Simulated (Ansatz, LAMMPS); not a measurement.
# Liquid Zn36S22Te14 at 1800 K (72 atoms): support functions against a reference, part 2 of 2

Aim: test how closely localised support functions follow the reference on liquid Zn36S22Te14 at 1800 K (72 atoms), and at what cost. A setting counts as converged where the r.m.s. difference of forces stays under 1 % of the r.m.s. force.

Ansatz 0.2.0; Kohn-Sham DFT, PBE, PAW (set soft_2, large core), plane waves.

The cell: 36 Zn, 22 S and 14 Te. The network of bonds at the start is that of the classical potential that made the cell. The Brillouin zone is sampled at Γ only, in a cell whose shortest periodic width is 12 Å. No spin–orbit coupling is included.

So far. Step 4 (Support functions low): Forces differ from the reference by 0.68 meV/Å r.m.s., 0.10 % of their size, well within a tolerance of 1 %; the energy by -1.8 meV/atom. It took roughly 2.3 times the reference's time (one timing each, with unlike analyses asked), in 14 cycles against 19.

**5. Support functions medium**

With localised support functions most steps grow linearly with size, though the diagonalisation grows faster unless the density matrix is cut; this run measures error and cost at this size.

This step: Kohn-Sham DFT, PBE, PAW (set soft_2, large core), localised support functions (medium) (Ansatz 0.2.0).

input.yaml reads:

```yaml
crystal:
  lattice:
    - [12.131, 0.0, 0.0]
    - [0.0, 12.131, 0.0]
    - [0.0, 0.0, 12.131]
  atoms:
    [... the 72 atom lines of step 3 ...]
kpoints:
  mp_grid: { grid: [1, 1, 1] }
hamiltonian:
  xc: pbe
  pseudopotentials: { kind: paw, core: large }
scf:
  occupations: { method: gaussian, width: 0.025 }
  eigensolver: { kind: { support_functions: { accuracy: medium } } }
  max_iter: 150
output:
  forces: true
  eigenvalues: true
```

Command:

```console
> ansatz run input.yaml --threads 4 --pin off --max-ram 8192MiB --backend cpu --events-out ev --progress --plain --runs-dir out
```

Output:

```text
[...]
Crystal: 72 atoms, lattice volume = 1785.212 Å³
Basis set: ecut = 420 eV, 34889 PW (Γ), exchange–correlation on 180×180×180 points (8 copies of the dense FFT grid, shifted against one another)
Bands: 389, of which v1, the nominal top of the filled ones, is band 324 counted from 1 (323 counted from 0)
Symmetry: 1 space group operations
k-points: 1
[...]
SCF iter   1: F=—  HF=-208518.976312 eV  |F-HF|=—  |Δ(HF+E_count)|=         —  Δρ=4.21e-2  dr2=6.26e1  ethr=1.00e-1
[...]
SCF iter  15: F=—  HF=-208566.952336 eV  |F-HF|=—  |Δ(HF+E_count)|=   1.66e-3  Δρ=1.75e-5  dr2=3.72e-6  ethr=1.29e-9  κ⁻¹=5.2e-5(r=7)
SCF iter  16: F=-208566.953811 eV  HF=-208566.953811 eV  |F-HF|=9.63e-8  |Δ(HF+E_count)|=   1.47e-3  Δρ=5.30e-6  dr2=6.19e-7  ethr=5.74e-10
SCF 1 converged in 16 iterations: F = -208566.993755 eV  dr2 = 6.19e-7
[...]
SCF converged after 16 iterations
[...]
Free energy (F): -208566.993755 eV
[...]
Internal energy: -208566.975042 eV  (E = F + TS)
E sigma→0 (E₀):  -208566.984398 eV
Entropy (-TS):   -0.018713 eV (-0.260 meV/atom)
Fermi energy:    5.665399 eV
[...]
Σ components = -208566.993755   (vs F -208566.993755, Δ=0.00e0)
--- Forces (eV/Å), atoms counted from 1 ---
  atom   1  Zn    -0.39496524    -1.15721474     0.23685108
  atom   2  Zn     0.33361482    -0.51141567     0.32412576
  atom   3  Zn     0.06103680    -0.25295118     0.52420996
  atom   4  Zn    -0.37092687    -0.40929748    -0.31232174
[...]
atom  72  Te     1.16105906     0.44650984     0.21772172
  max |Σ_I F_I| component: 5.91e-3 eV/Å
--- Band table (eV) ---
[...]
```

Wall time 2.3 min (4 threads of Arm Neoverse V1, shared host); peak memory 3.3 GiB; 9.1 min of CPU time.

Keys that differ from the reference: support_functions.accuracy = "medium" and scf.max_iter = 150.

Forces differ from the reference by 0.68 meV/Å r.m.s., 0.10 % of their size, well within a tolerance of 1 %; the energy by -1.8 meV/atom. It took roughly 2.6 times the reference's time (one timing each, with unlike analyses asked), in 16 cycles against 19.

**6. Support functions medium, radius 3.69 Å**

The radius confines each support function; a larger one gives more freedom and more work per atom.

input.yaml, the sections that differ from step 5:

```yaml
scf:
  occupations: { method: gaussian, width: 0.025 }
  eigensolver: { kind: { support_functions: { accuracy: medium, radius: 3.69 } } }
  max_iter: 150
# crystal, kpoints, hamiltonian, output: as in step 5
```

Output:

```text
Warning: scf.eigensolver.kind.support_functions: disabling space-group detection — the functions' gradient is summed over unrotated k-points, so no spatial operation reduces the k-mesh or symmetrises the density; time reversal is kept, so that k and −k are solved as one point where they differ and the mesh holds both, and exact exchange and, on two spinor components, a DFT+U term hold to it where the run has them: [...]
settings of this run that can trade accuracy for cost: scf.eigensolver.kind.support_functions [...]
Engine: ansatz 0.2.0, aarch64-unknown-linux-gnu
Pseudopotentials: kind: paw
Pseudopotential: Zn, paw, valence charge 12, recommended cutoff 420 eV (normal), Zn.paw.azcp
Pseudopotential: S, paw, valence charge 6, recommended cutoff 420 eV (normal), S.paw.azcp
Pseudopotential: Te, paw, valence charge 6, recommended cutoff 420 eV (normal), Te.paw.azcp#standard-large-core
[... 5 lines on functional and potentials left out ...]
Error: SCF: the radius of support functions is under 4.13 Å, the least for these sites at the functions' level (scf.eigensolver.kind.support_functions.accuracy). Use scf.eigensolver.kind: auto, or type scf.eigensolver.kind.support_functions.radius at least as long, [...]
```

It took 2 s on 4 threads; peak memory 0.4 GiB.

The program refuses radii under 4.13 Å for these atoms at this level.

**7. All settings compared**

Each row is set against the plane-wave reference (Kohn-Sham DFT, PBE, PAW (set soft_2, large core), plane waves; r.m.s. force component 0.670 eV/Å). Energies are set beside the reference only for runs with its functional, potentials and electron count. Times are for 4 threads of Arm Neoverse V1, shared host. The reference's time includes the DOS, ELF, the stress and grids, which some other runs skip.

```
                     run  Δ force, r.m.s. (meV/Å)  share of r.m.s. force (%)  Δ energy (meV/atom)  cycles     time  host memory (GiB)
               reference                        -                          -                    -      19     55 s                2.4
   support functions low                    0.683                      0.102                -1.78      14  2.1 min                3.3
support functions medium                    0.675                      0.101                -1.78      16  2.3 min                3.3
```

**8. The reference in detail**

With the settings judged, the reference run is read for its physics.

Neighbours are counted within 3.02 Å (Zn-S), 3.38 Å (Zn-Te).

Length of the force by element and coordination:

```
element  coordination  atoms  mean length of the force (eV/Å)  spread  least   most
      S           all     22                             1.25   0.491  0.278   2.11
      S             2      2                             1.34   0.774  0.562   2.11
      S             3      4                             1.53   0.314   1.15   1.92
      S             4     12                             1.35   0.326  0.719   2.01
      S             5      3                            0.765   0.350  0.345   1.20
      S             6      1                            0.278       0  0.278  0.278
     Te           all     14                             1.09   0.385  0.622   2.26
     Te             2      1                            0.779       0  0.779  0.779
     Te             3      4                             1.01   0.198  0.749   1.26
     Te             4      3                            0.897   0.267  0.622   1.26
     Te             5      5                             1.33   0.484  0.903   2.26
     Te             6      1                             1.11       0   1.11   1.11
     Zn           all     36                            0.950   0.410  0.257   1.72
     Zn             2      1                            0.505       0  0.505  0.505
     Zn             3      7                             1.19   0.307  0.691   1.68
     Zn             4     21                            0.911   0.412  0.257   1.72
     Zn             5      7                            0.897   0.415  0.275   1.69
```

Density of states as counts of states in windows of 1 eV (from the Fermi level), total and the larger projections:

```
from (eV)  to (eV)  total   Zn d   S p  Te p  Zn s   S s
      -14      -13   16.2    0.4   0.1   0.1   1.7  13.5
      -13      -12   19.5    0.6   0.2   0.1   1.5  16.6
      -12      -11   21.3    0.6   0.3   0.2   1.3   4.8
      -11      -10   11.2    0.4   0.1   0.2   0.4   0.3
      -10       -9    0.0    0.0   0.0   0.0   0.0   0.0
       -9       -8    3.4    2.8   0.5   0.0   0.1   0.0
       -8       -7  289.5  277.7   7.0   1.9   1.8   0.5
       -7       -6   69.3   65.5   1.5   0.5   0.9   0.5
       -6       -5   32.4    4.2  12.3   5.0   9.2   0.7
       -5       -4   33.2    2.1  15.4   6.9   6.9   0.8
       -4       -3   36.8    1.7  20.0  10.1   2.8   0.5
       -3       -2   46.2    1.8  25.4  14.5   2.0   0.3
       -2       -1   40.7    1.0  18.3  16.5   2.3   0.4
       -1        0   25.3    0.3   9.6  10.5   2.9   0.3
        0        1   24.1    0.2   5.9   5.0   9.1   0.4
        1        2   24.2    0.1   4.0   4.2   9.4   0.4
        2        3   27.9    0.1   3.5   3.2   8.1   0.3
        3        4   34.3    0.1   2.0   1.4   3.6   0.2
```

Between -15 and -14 eV lie 4 more states.

The levels nearest the highest filled one (over half full), pooled over k-points and spins:

```
level less the highest filled one (eV)  occupation
                                -0.403           2
                                -0.335           2
                                -0.139           2
                                -0.110           2
                               -0.0472           2
                                     0        1.63
                                0.0319       0.367
                                 0.193           0
                                 0.268           0
                                 0.399           0
                                 0.458           0
                                 0.482           0
```

Valence density in the ab plane at fractional z = 0.386, with atoms of Zn and S and Te within 0.2 Å of it. It is the smooth field of the valence electrons, not physical close to the nuclei.

Ten steps, logarithmic in the rise over the least value, from '0' (0 e/Å³) to '9' (24 e/Å³), each cell a mean:
```
2210012323321012111221111110000001
7741012333210012111121000000000014
9952000111100011222211000000000125
5531000000000000111100000000001113
1100000000000000000000000000112211
1000000000000000000000000001233321
0000001111000000001122100001233321
0000014663100000002333321000112211
0000026995100000012322331000000100
0000014663100000012333321000001100
0000001111000122111222221101122211
0000000000001477411011244312333331
0000000000002599620001245322332332
0000000000001255310000122111233321
0000000000000111100000000000112110
0000000000000110000000000000011110
0111100000001111000000122111112221
1122111000011110000001233321123321
1222221001121110000012332332112211
1122211001222100000001333321000000
0111110001111000000000122211000000
0000000011100000000000012221000000
0000001222210000111100113432000000
0000012333321011222211113331000000
```
Columns run along a (12.1 Å), rows up along b (12.1 Å). Atoms in or near the plane, at fractional coordinates: Zn at (0.02, 0.89), Zn at (0.43, 0.48), Zn at (0.22, 0.64), S at (0.25, 0.98), S at (0.71, 0.22), S at (0.89, 0.48), S at (0.61, 0.63), Te at (0.52, 0.95).

ELF in the ab plane at fractional z = 0.386, with atoms of Zn and S and Te within 0.2 Å of it. It is the smooth field of the valence electrons, not physical close to the nuclei.

Values, 13 rows by 16 columns, each cell a mean:
```
0.11 0.14 0.54 0.69 0.62 0.66 0.37 0.63 0.47 0.67 0.64 0.21 0.16 0.13 0.11 0.15
0.03 0.12 0.19 0.47 0.63 0.31 0.27 0.75 0.69 0.76 0.42 0.07 0.05 0.13 0.21 0.14
0.21 0.11 0.06 0.05 0.05 0.03 0.06 0.26 0.34 0.22 0.07 0.02 0.30 0.73 0.71 0.46
0.25 0.11 0.13 0.14 0.15 0.09 0.04 0.05 0.32 0.61 0.62 0.25 0.30 0.84 0.83 0.64
0.15 0.14 0.17 0.02 0.11 0.16 0.13 0.11 0.67 0.54 0.61 0.64 0.08 0.29 0.41 0.30
0.10 0.11 0.21 0.15 0.16 0.18 0.20 0.18 0.48 0.72 0.67 0.37 0.19 0.50 0.62 0.47
0.27 0.06 0.23 0.22 0.12 0.16 0.08 0.05 0.19 0.29 0.19 0.11 0.34 0.75 0.37 0.80
0.14 0.04 0.12 0.10 0.05 0.14 0.16 0.15 0.15 0.09 0.12 0.14 0.27 0.67 0.76 0.66
0.23 0.30 0.24 0.09 0.05 0.23 0.46 0.37 0.11 0.06 0.25 0.38 0.25 0.19 0.25 0.22
0.70 0.77 0.77 0.45 0.16 0.25 0.45 0.31 0.07 0.27 0.75 0.60 0.78 0.23 0.15 0.24
0.76 0.84 0.86 0.46 0.17 0.16 0.18 0.11 0.03 0.29 0.76 0.52 0.71 0.27 0.16 0.36
0.26 0.42 0.31 0.28 0.34 0.19 0.09 0.16 0.22 0.12 0.33 0.40 0.28 0.15 0.07 0.10
0.09 0.09 0.44 0.74 0.72 0.59 0.23 0.74 0.73 0.69 0.33 0.15 0.15 0.16 0.06 0.07
```
Columns run along a (12.1 Å), rows up along b (12.1 Å). Atoms in or near the plane, at fractional coordinates: Zn at (0.02, 0.89), Zn at (0.43, 0.48), Zn at (0.22, 0.64), S at (0.25, 0.98), S at (0.71, 0.22), S at (0.89, 0.48), S at (0.61, 0.63), Te at (0.52, 0.95).

**9. Structure statistics**

These statistics describe the geometry on which the runs were made.

Density 4.51 g/cm³, 24.79 Å³ an atom.

g(r), total and by pair (bins of 0.2 Å):

```
r (Å)  total  Zn-Zn  Zn-S  Zn-Te   S-S  S-Te  Te-Te
 2.10   0.23   0.00  0.76   0.00  0.00  0.00   0.00
 2.30   0.92   0.00  3.00   0.00  0.00  0.00   0.00
 2.50   1.71   0.00  5.30   0.45  0.00  0.00   0.00
 2.70   1.46   0.29  2.12   3.62  0.00  0.30   0.00
 2.90   1.11   0.63  0.97   3.21  0.33  0.00   0.00
 3.10   0.71   0.81  0.18   1.75  0.91  0.25   0.00
 3.30   0.86   1.70  0.33   0.66  0.84  0.64   1.33
 3.50   1.12   1.17  0.73   0.81  1.91  1.51   2.35
 3.70   1.18   1.75  0.39   0.51  2.80  1.54   2.08
 3.90   1.10   1.52  0.41   0.74  2.88  1.20   0.96
 4.10   1.02   1.44  0.69   0.58  1.02  1.50   1.75
 4.30   0.95   1.06  0.73   0.69  1.58  1.00   1.56
 4.50   1.15   0.82  1.11   1.19  0.74  2.17   1.41
 4.70   1.10   1.10  1.33   0.58  0.67  1.46   1.62
 4.90   1.04   0.96  1.30   1.06  0.36  1.05   0.92
 5.10   0.90   0.84  1.14   0.65  1.01  0.63   1.13
 5.30   0.79   0.78  0.86   0.66  0.63  0.91   1.04
 5.50   0.86   0.84  0.95   1.45  0.10  0.60   0.00
 5.70   0.89   0.68  1.05   1.21  0.36  0.93   0.44
 5.90   1.01   0.88  1.23   1.50  0.58  0.40   0.63
```

Bonds by pair of elements; cutoffs follow the first minimum of g(r), held within bounds set by covalent radii, and pairs that aren't listed don't count as bonded:

```
pair A-B  cutoff (Å)  bonds  mean length (Å)  spread (Å)  shortest (Å)  B about A  A about B
    Zn-S        3.02     85             2.52       0.191          2.16       2.36       3.86
   Zn-Te        3.38     57             2.90       0.201          2.43       1.58       4.07
```

How many atoms have how many bonded neighbours:

```
element  mean  2  3   4  5  6
      S  3.86  2  4  12  3  1
     Te  4.07  1  4   3  5  1
     Zn  3.94  1  7  21  7  0
```

Rings of the network by King's shortest-path rule, up to 12 atoms, one path for each pair of neighbours; H, halogens, alkali and alkaline-earth atoms are left out:

```
ring size (atoms)  rings  per network atom
                4     28             0.389
                6    100              1.39
                8     49             0.681
               10      4             0.056
```

Among the first-shell peaks of g(r) are those at about 2.5 Å (Zn-S), 2.8 Å (Zn-Te) and 3.5 Å (Te-Te). By these cutoffs 55 % of S atoms have 4, 36 % of Te atoms have 5 and 58 % of Zn atoms have 4 bonded neighbours. Rings of 6 atoms are the most common (55 % of those counted); sizes run from 4 to 10.

Local excerpt of 12 atoms (numbers count through the whole input) about Zn5, which has 5 bonded neighbours where the commonest count for Zn is 4; x, y, z are measured from there.

```
atom      x      y      z  distance (Å)  bonds     Fx     Fy  Fz (eV/Å)
 Zn5   0.00   0.00   0.00          0.00      5  -0.43  -0.81      -0.23
Te72   1.37   1.85   1.26          2.62      3   1.16   0.45       0.22
 S45   0.26  -2.79   0.38          2.83      3  -0.52   0.93       0.44
Te71  -2.92   0.37   0.50          2.98      6   0.93  -0.41      -0.45
Te63   0.09   2.37  -1.98          3.09      5  -0.42  -0.48      -1.09
Te67  -0.24  -0.48   3.20          3.24      5   0.18   0.04       1.26
Zn19  -2.20  -2.40   0.99          3.41      4   0.72  -0.36      -0.26
 S48  -1.14  -2.40  -2.25          3.48      2   0.00   0.18      -0.53
Te69   3.52  -0.77   0.29          3.62      3  -0.22  -1.01       0.44
Zn35  -2.97  -0.60  -2.01          3.64      4   0.65  -0.80      -0.72
 Zn1   2.13  -0.90  -2.82          3.65      3  -0.39  -1.16       0.24
Zn21   1.63  -2.44   2.30          3.73      4  -0.02   0.04      -0.69
```

**10. What came out**

* free energy per atom: -2896.7620 eV/atom
* pressure: -2.03 GPa
* r.m.s. force component: 0.6703 eV/Å
* wall time of the 3 DFT runs: 5.4 min

In words: Against plane waves at 420 eV, the forces differ by 0.68 meV/Å (0.10 %) with support functions medium. At 72 atoms the fastest of the runs at a preset level, support functions low, takes roughly 2.3 times the time of plane waves (whose run also made extra analyses), in 14 SCF cycles against 19. Differences between support functions and plane waves include what basis error the plane-wave run still has.

2 levels are partly filled, by over 2 % (at Γ alone): no clear gap opens at this level. With the cutoffs above, 55 % of S atoms have 4, 36 % of Te atoms have 5 and 58 % of Zn atoms have 4 bonded neighbours.

Caveats: The force components of 0.67 eV/Å r.m.s. come partly from thermal motion and partly from the difference between the classical potential and DFT. The pressure of -2.0 GPa is that of one thermal frame, in which the classical model's bond lengths enter as well as the volume, without the kinetic term. The pressure of a single frame lacks the kinetic term.

[Long decimals in the printed logs are rounded to 6 places.]

[Logs are printed without paths, hosts, clocks, repeated set-up lines and the standing remarks that a program may print on its own settings, such as how far it seeks lower states.]

[Hosts, paths, dates, database ids (printed as entryN), source tags and the programs' standing remarks are cut or masked in the printed files.]
